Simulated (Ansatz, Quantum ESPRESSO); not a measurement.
# K2Pt (Fm-3m): zone-centre phonons, part 2 of 3

Wanted: the vibrations of K2Pt (Fm-3m) at Γ, by two programs.

Quantum ESPRESSO 7.5; DFT LDA, scalar-relativistic, plane waves, PseudoDojo norm-conserving pseudopotentials.

So far. Step 2 (A first look): A gap of 1.3 eV opens on this mesh, so the crystal is taken as an insulator; the start stands at -2.0 GPa. Step 4 (Ground state): The cell stands at -0.11 GPa, close enough for phonons. The relaxed cell has a = 7.272 Å (conventional setting).

### 5. Zone-centre response

At q = 0 one unit cell holds all displacements; symmetry groups them into irreducible representations that are solved one by one. The response to a field gives ε∞ and the Born charges, which polar modes need.

Contents of ph.in:

```
phonons
&INPUTPH
  prefix = 'x'
  outdir = './tmp'
  fildyn = 'g.dyn'
  tr2_ph = 1.0d-18
  epsil  = .true.
/
0.000000000 0.000000000 0.000000000
```

Started as:

```
$ OMP_NUM_THREADS=1 mpirun -n 4 ph.x -nk 4 -in ph.in > ph.out
```

Output:

```text
[banners, grids, parts of the stress and lines that vanish by symmetry left out]
[banner, memory and clock lines left out]
Program PHONON v.7.5

     ./tmp/x.save/

     IMPORTANT: XC functional enforced from input :
     Exchange-correlation= PW
                           (   1   4   0   0   0   0   0)
     Any further DFT definition will be discarded
     Please, verify this is what you really want

     G-vector sticks info

     Reading collected, re-writing distributed wavefunctions in ./tmp/

     Number and degeneracy of irreps per q-point
       N         xq(1)         xq(2)         xq(3)   N irreps
       1   0.000000000   0.000000000   0.000000000       3
        3   3   3

     Calculation of q =    0.0000000   0.0000000   0.0000000

     phonons

     bravais-lattice index     =            2
     lattice parameter (alat)  =      13.7424  a.u.
     unit-cell volume          =     648.8207 (a.u.)^3
     number of atoms/cell      =            3
     number of atomic types    =            2
     kinetic-energy cut-off    =      76.0000  Ry
     charge density cut-off    =     304.0000  Ry
     convergence threshold     =      1.0E-18
     beta                      =       0.7000
     number of iterations used =            4
     Exchange-correlation= PW
                           (   1   4   0   0   0   0   0)

     celldm(1)=   13.74237  celldm(2)=    0.00000  celldm(3)=    0.00000
     celldm(4)=    0.00000  celldm(5)=    0.00000  celldm(6)=    0.00000

     crystal axes: (cart. coord. in units of alat)
               a(1) = ( -0.5000  0.0000  0.5000 )
               a(2) = (  0.0000  0.5000  0.5000 )
               a(3) = ( -0.5000  0.5000  0.0000 )

     reciprocal axes: (cart. coord. in units 2 pi/alat)
               b(1) = ( -1.0000 -1.0000  1.0000 )
               b(2) = (  1.0000  1.0000  1.0000 )
               b(3) = ( -1.0000  1.0000 -1.0000 )

     Atoms inside the unit cell:

     Cartesian axes

     site n.  atom      mass           positions (alat units)
        1  K      39.0983   tau(    1) = (   -0.25000    0.25000    0.25000  )
        2  K      39.0983   tau(    2) = (   -0.75000    0.75000    0.75000  )
        3  Pt    195.0840   tau(    3) = (    0.00000    0.00000    0.00000  )

     Computing dynamical matrix for
                    q = (   0.0000000   0.0000000   0.0000000 )

     49 Sym.Ops. (with q -> -q+G )

     G cutoff = 1454.2429  (  58071 G-vectors)     FFT grid: ( 54, 54, 54)
     number of k points=    16
                       cart. coord. in units 2pi/alat
        k(    1) = (   0.0000000   0.0000000   0.0000000), wk =   0.0092593
        k(    2) = (  -0.1666667   0.1666667  -0.1666667), wk =   0.0740741
        k(    3) = (  -0.3333333   0.3333333  -0.3333333), wk =   0.0740741
        [... further k-points left out ...]

     PseudoPot. # 1 for K  read from file:
     ./pseudo/K.upf
     Pseudo is Norm-conserving + core correction, Zval =  9.0
     Using radial grid of 2170 points,  6 beta functions with:
                l(1) =   0
                l(2) =   0
                l(3) =   1
                l(4) =   1
                l(5) =   2
                l(6) =   2

     PseudoPot. # 2 for Pt read from file:
     ./pseudo/Pt.upf
     Pseudo is Norm-conserving + core correction, Zval = 18.0
     Using radial grid of 1340 points,  8 beta functions with:
                l(1) =   0
                l(2) =   0
                l(3) =   1
                l(4) =   1
                l(5) =   2
                l(6) =   2
                l(7) =   3
                l(8) =   3

     Mode symmetry, O_h (m-3m)  point group:

     Electric field:
     Dielectric constant
     Born effective charges as d Force / d E

     Atomic displacements:
     There are    3 irreducible representations

     Representation     1      3 modes -  To be done

     Representation     2      3 modes -  To be done

     Representation     3      3 modes -  To be done

     Alpha used in Ewald sum =   2.8000

     Electric Fields Calculation

      thresh= 1.000E-02 alpha_mix =  0.700 |ddv_scf|^2 =  5.343E-07

      thresh= 7.309E-05 alpha_mix =  0.700 |ddv_scf|^2 =  6.494E-07

      thresh= 8.059E-05 alpha_mix =  0.700 |ddv_scf|^2 =  6.296E-10

      thresh= 2.509E-06 alpha_mix =  0.700 |ddv_scf|^2 =  2.206E-11

      thresh= 4.697E-07 alpha_mix =  0.700 |ddv_scf|^2 =  9.225E-13

      thresh= 9.605E-08 alpha_mix =  0.700 |ddv_scf|^2 =  1.309E-14

      thresh= 1.144E-08 alpha_mix =  0.700 |ddv_scf|^2 =  8.240E-16

      thresh= 2.871E-09 alpha_mix =  0.700 |ddv_scf|^2 =  1.513E-18

      thresh= 1.230E-10 alpha_mix =  0.700 |ddv_scf|^2 =  1.253E-19

     End of electric fields calculation

          Dielectric constant in cartesian axis

          (       5.130676212      -0.000000000       0.000000000 )
          (       0.000000000       5.130676212       0.000000000 )
          (      -0.000000000      -0.000000000       5.130676212 )

          Effective charges (d Force / dE) in cartesian axis without acoustic sum rule applied (asr)

           atom    1  K     Mean Z*:        0.90221
      Ex  (        0.90221        0.00000        0.00000 )
      Ey  (        0.00000        0.90221       -0.00000 )
      Ez  (        0.00000       -0.00000        0.90221 )
           atom    2  K     Mean Z*:        0.90221
      Ex  (        0.90221        0.00000        0.00000 )
      Ey  (        0.00000        0.90221       -0.00000 )
      Ez  (        0.00000       -0.00000        0.90221 )
           atom    3  Pt    Mean Z*:       -1.80519
      Ex  (       -1.80519       -0.00000       -0.00000 )
      Ey  (       -0.00000       -1.80519        0.00000 )
      Ez  (       -0.00000        0.00000       -1.80519 )

          Effective charges Sum: Mean:       -0.00076
             -0.00076       -0.00000       -0.00000
             -0.00000       -0.00076        0.00000
             -0.00000        0.00000       -0.00076

          Effective charges (d Force / dE) in cartesian axis with asr applied:
           atom    1  K     Mean Z*:        0.90247
      E*x (        0.90247        0.00000        0.00000 )
      E*y (        0.00000        0.90247       -0.00000 )
      E*z (        0.00000       -0.00000        0.90247 )
           atom    2  K     Mean Z*:        0.90247
      E*x (        0.90247        0.00000        0.00000 )
      E*y (        0.00000        0.90247       -0.00000 )
      E*z (        0.00000       -0.00000        0.90247 )
           atom    3  Pt    Mean Z*:       -1.80494
      E*x (       -1.80494       -0.00000       -0.00000 )
      E*y (       -0.00000       -1.80494        0.00000 )
      E*z (       -0.00000        0.00000       -1.80494 )

     Representation #   1 modes #   1   2   3

     Self-consistent Calculation

      thresh= 1.000E-02 alpha_mix =  0.700 |ddv_scf|^2 =  3.246E-07

      thresh= 5.697E-05 alpha_mix =  0.700 |ddv_scf|^2 =  6.572E-08

      thresh= 2.564E-05 alpha_mix =  0.700 |ddv_scf|^2 =  3.117E-10

      thresh= 1.765E-06 alpha_mix =  0.700 |ddv_scf|^2 =  2.141E-12

      thresh= 1.463E-07 alpha_mix =  0.700 |ddv_scf|^2 =  7.601E-15

[...]
End of self-consistent calculation

     Convergence has been achieved

     Representation #   2 modes #   4   5   6

     Self-consistent Calculation

[...]
End of self-consistent calculation

     Convergence has been achieved

     Representation #   3 modes #   7   8   9

     Self-consistent Calculation

[...]
thresh= 4.425E-05 alpha_mix =  0.700 |ddv_scf|^2 =  8.682E-08

      thresh= 2.946E-05 alpha_mix =  0.700 |ddv_scf|^2 =  6.994E-09

      thresh= 8.363E-06 alpha_mix =  0.700 |ddv_scf|^2 =  6.551E-11

      thresh= 8.094E-07 alpha_mix =  0.700 |ddv_scf|^2 =  1.989E-13

      thresh= 4.460E-08 alpha_mix =  0.700 |ddv_scf|^2 =  2.205E-15

      thresh= 4.695E-09 alpha_mix =  0.700 |ddv_scf|^2 =  3.765E-17

      thresh= 6.136E-10 alpha_mix =  0.700 |ddv_scf|^2 =  9.021E-20

     End of self-consistent calculation

     Convergence has been achieved

     Number of q in the star =    1
     List of q in the star:
          1   0.000000000   0.000000000   0.000000000

          Dielectric constant in cartesian axis

          (       5.130676212      -0.000000000       0.000000000 )
          (       0.000000000       5.130676212       0.000000000 )
          (      -0.000000000      -0.000000000       5.130676212 )

          Effective charges (d Force / dE) in cartesian axis without acoustic sum rule applied (asr)

           atom    1  K     Mean Z*:        0.90221
      Ex  (        0.90221        0.00000        0.00000 )
      Ey  (        0.00000        0.90221       -0.00000 )
      Ez  (        0.00000       -0.00000        0.90221 )
           atom    2  K     Mean Z*:        0.90221
      Ex  (        0.90221        0.00000        0.00000 )
      Ey  (        0.00000        0.90221       -0.00000 )
      Ez  (        0.00000       -0.00000        0.90221 )
           atom    3  Pt    Mean Z*:       -1.80519
      Ex  (       -1.80519       -0.00000       -0.00000 )
      Ey  (       -0.00000       -1.80519        0.00000 )
      Ez  (       -0.00000        0.00000       -1.80519 )

          Effective charges Sum: Mean:       -0.00076
             -0.00076       -0.00000       -0.00000
             -0.00000       -0.00076        0.00000
             -0.00000        0.00000       -0.00076

          Effective charges (d Force / dE) in cartesian axis with asr applied:
           atom    1  K     Mean Z*:        0.90247
      E*x (        0.90247        0.00000        0.00000 )
      E*y (        0.00000        0.90247       -0.00000 )
      E*z (        0.00000       -0.00000        0.90247 )
           atom    2  K     Mean Z*:        0.90247
      E*x (        0.90247        0.00000        0.00000 )
      E*y (        0.00000        0.90247       -0.00000 )
      E*z (        0.00000       -0.00000        0.90247 )
           atom    3  Pt    Mean Z*:       -1.80494
      E*x (       -1.80494       -0.00000       -0.00000 )
      E*y (       -0.00000       -1.80494        0.00000 )
      E*z (       -0.00000        0.00000       -1.80494 )

     Diagonalizing the dynamical matrix

     q = (    0.000000000   0.000000000   0.000000000 )

 **************************************************************************
     freq (    1) =      -0.053742 [THz] =      -1.792652 [cm-1]
     freq (    2) =      -0.053742 [THz] =      -1.792652 [cm-1]
     freq (    3) =      -0.053742 [THz] =      -1.792652 [cm-1]
     freq (    4) =       3.068383 [THz] =     102.350253 [cm-1]
     freq (    5) =       3.068383 [THz] =     102.350253 [cm-1]
     freq (    6) =       3.068383 [THz] =     102.350253 [cm-1]
     freq (    7) =       3.800205 [THz] =     126.761210 [cm-1]
     freq (    8) =       3.800205 [THz] =     126.761210 [cm-1]
     freq (    9) =       3.800205 [THz] =     126.761210 [cm-1]
 **************************************************************************

     Mode symmetry, O_h (m-3m)  point group:

     freq (   1-   3) =         -1.8  [cm-1]   --> T_1u G_15  G_4- I
     freq (   4-   6) =        102.4  [cm-1]   --> T_1u G_15  G_4- I
     freq (   7-   9) =        126.8  [cm-1]   --> T_2g G_25' G_5+ R
```

Elapsed: 6.1 min, on 4 MPI ranks of Intel Xeon 6975P-C (Granite Rapids), shared host; 24 min of CPU time.

Numbers from this step:

```
miss of the charge sum rule                                       : 7.70e-4 e
largest acoustic frequency at the zone centre before the sum rule : -1.79 cm⁻¹
highest optical zone-centre mode (no LO-TO term)                  : 126.8 cm⁻¹
lowest optical zone-centre mode                                   : 102.3 cm⁻¹
mean high-frequency dielectric constant                           : 5.131
largest Born charge in size (third of the trace)                  : 1.805 e
```

Born charge (rows field, columns displacement), before the sum rule (e), principal values of the symmetric part by kind of site:

```tsv
atom	atoms with these values	low	middle	high	mean
K1	2	0.90	0.90	0.90	0.90
Pt3	1	-1.81	-1.81	-1.81	-1.81
```

In full for K1:

```
0.90 0.00 0.00
0.00 0.90 0.00
0.00 0.00 0.90
```

High-frequency dielectric tensor:

```
5.13 0.00 0.00
0.00 5.13 0.00
0.00 0.00 5.13
```

The acoustic modes at Γ come out as far as 1.8 cm⁻¹ from zero, where they should vanish, a small numerical error; the Born charges miss their sum rule by 7.7e-4 e, which is good.

### 6. Modes with the sum rule

A rigid shift of the crystal must cost nothing, but grids and finite bases break this; the acoustic sum rule is imposed before the matrix is diagonalised again. With Born charges the intensities follow, and the static dielectric tensor.

Contents of dynmat.in:

```
&INPUT
  fildyn = 'g.dyn'
  asr    = 'simple'
  fileig = 'dynmat.eig'
  lperm  = .true.
/
```

Started as:

```
$ dynmat.x -in dynmat.in > dynmat.out
```

Output:

```text
[banner, memory and clock lines left out]
Program DYNMAT v.7.5

     Reading Dynamical Matrix from file g.dyn
     ...Force constants read
     ...epsilon and Z* read
     A direction for q was not specified:TO-LO splitting will be absent

     Polarizability (A^3 units)
     multiply by 0.420717 for Clausius-Mossotti correction
        31.603804    0.000000   -0.000000
        -0.000000   31.603804   -0.000000
         0.000000    0.000000   31.603804

     IR activities are in (D/A)^2/amu units

# mode   [cm-1]    [THz]      IR
    1     -0.00   -0.0000    0.0000
    2      0.00    0.0000    0.0000
    3      0.00    0.0000    0.0000
    4    102.37    3.0689    1.3465
    5    102.37    3.0689    1.3465
    6    102.37    3.0689    1.3465
    7    126.77    3.8006    0.0000
    8    126.77    3.8006    0.0000
    9    126.77    3.8006    0.0000

Electronic dielectric permittivity tensor (relative, adimensional)
         5.130676    0.000000   -0.000000
        -0.000000    5.130676   -0.000000
         0.000000    0.000000    5.130676

 ... with zone-center polar mode contributions
         7.981067    0.000000   -0.000000
         0.000000    7.981067   -0.000000
        -0.000000   -0.000000    7.981067

[end of the log left out, with the tail of the file of modes that dynmat.x writes under the same name]
```

Elapsed: 0.69 s, on 1 thread.

Numbers from this step:

```
lowest optical zone-centre mode : 102.4 cm⁻¹
mean static dielectric constant : 7.981
```

Unit eigenvectors of the mass-weighted matrix after the sum rule; no LO-TO term. Modes at Γ, with each element's share of the kinetic energy:

```tsv
mode	frequency (cm⁻¹)	symmetry	K %	Pt %
1	0.0	acoustic	29	71
2	0.0	acoustic	29	71
3	0.0	acoustic	29	71
4	102.4	T1u	71	29
5	102.4	T1u	71	29
6	102.4	T1u	71	29
7	126.8	T2g	100	0
8	126.8	T2g	100	0
9	126.8	T2g	100	0
```

Displacements in mode 5 (102.4 cm⁻¹), the largest set to 1:
```
K1   0.00  0.00  1.00
K2   0.00  0.00  1.00
Pt3  0.00  0.00 -0.40
```

Displacements in mode 7 (126.8 cm⁻¹), the largest set to 1:
```
K1  -0.90  0.18  1.00
K2   0.90 -0.18 -1.00
Pt3  0.00  0.00  0.00
```

Degenerate modes summed, no LO-TO term. Infrared lines, with heights relative to the strongest:

```tsv
position (cm⁻¹)	lines merged	label	IR intensity, relative
102	3	T1u	100
127	3	T2g	0.0
```

Static dielectric tensor (ions relaxed, fixed cell):

```
7.98 0.00 0.00
0.00 7.98 0.00
0.00 0.00 7.98
```

The rule moves no optical mode by more than 0.1 cm⁻¹.

### 7. Modes along a direction of q (1 0 0)

A longitudinal polar mode sets up a macroscopic field that stiffens it; the term hangs on the direction from which q goes to zero.

Contents of dynmat.in:

```
&INPUT
  fildyn = 'g.dyn'
  asr    = 'simple'
  fileig = 'dynmat.eig'
  q(1)   = 1.0
  q(2)   = 0.0
  q(3)   = 0.0
/
```

Started as:

```
$ dynmat.x -in dynmat.in > dynmat.out
```

Output:

```text
[banner, memory and clock lines left out]
Program DYNMAT v.7.5

     Reading Dynamical Matrix from file g.dyn
     ...Force constants read
     ...epsilon and Z* read

     Polarizability (A^3 units)
     multiply by 0.420717 for Clausius-Mossotti correction
        31.603804    0.000000   -0.000000
        -0.000000   31.603804   -0.000000
         0.000000    0.000000   31.603804

     IR activities are in (D/A)^2/amu units

# mode   [cm-1]    [THz]      IR
    1     -0.00   -0.0000    0.0000
    2      0.00    0.0000    0.0000
    3      0.00    0.0000    0.0000
    4    102.37    3.0689    1.3465
    5    102.37    3.0689    1.3465
    6    126.77    3.8006    0.0000
    7    126.77    3.8006    0.0000
    8    126.77    3.8006    0.0000
    9    127.67    3.8275    1.3465

[end of the log left out, with the tail of the file of modes that dynmat.x writes under the same name]
```

Run time: 0.69 s. Hardware: 1 thread.

Numbers from this step:

| Quantity | Value |
| --- | --- |
| highest mode moved by the LO-TO term | 127.7 cm⁻¹ |

Zone-centre frequencies as printed; negative means imaginary. Modes:

```tsv
mode	frequency (cm⁻¹)
1	0
2	0
3	0
4	102.4
5	102.4
6	126.8
7	126.8
8	126.8
9	127.7
```

The field moves one mode, from 102 to 128 cm⁻¹; the others stay.

[end of part 2 of 3]

[Host names and launcher messages were left out of these logs when they were recorded.]

[Logs are printed without paths, hosts, clocks, repeated set-up lines and the standing remarks that a program may print on its own settings, such as how far it seeks lower states.]

[Hosts, paths, dates, database ids (printed as entryN), source tags and the programs' standing remarks are cut or masked in the printed files.]
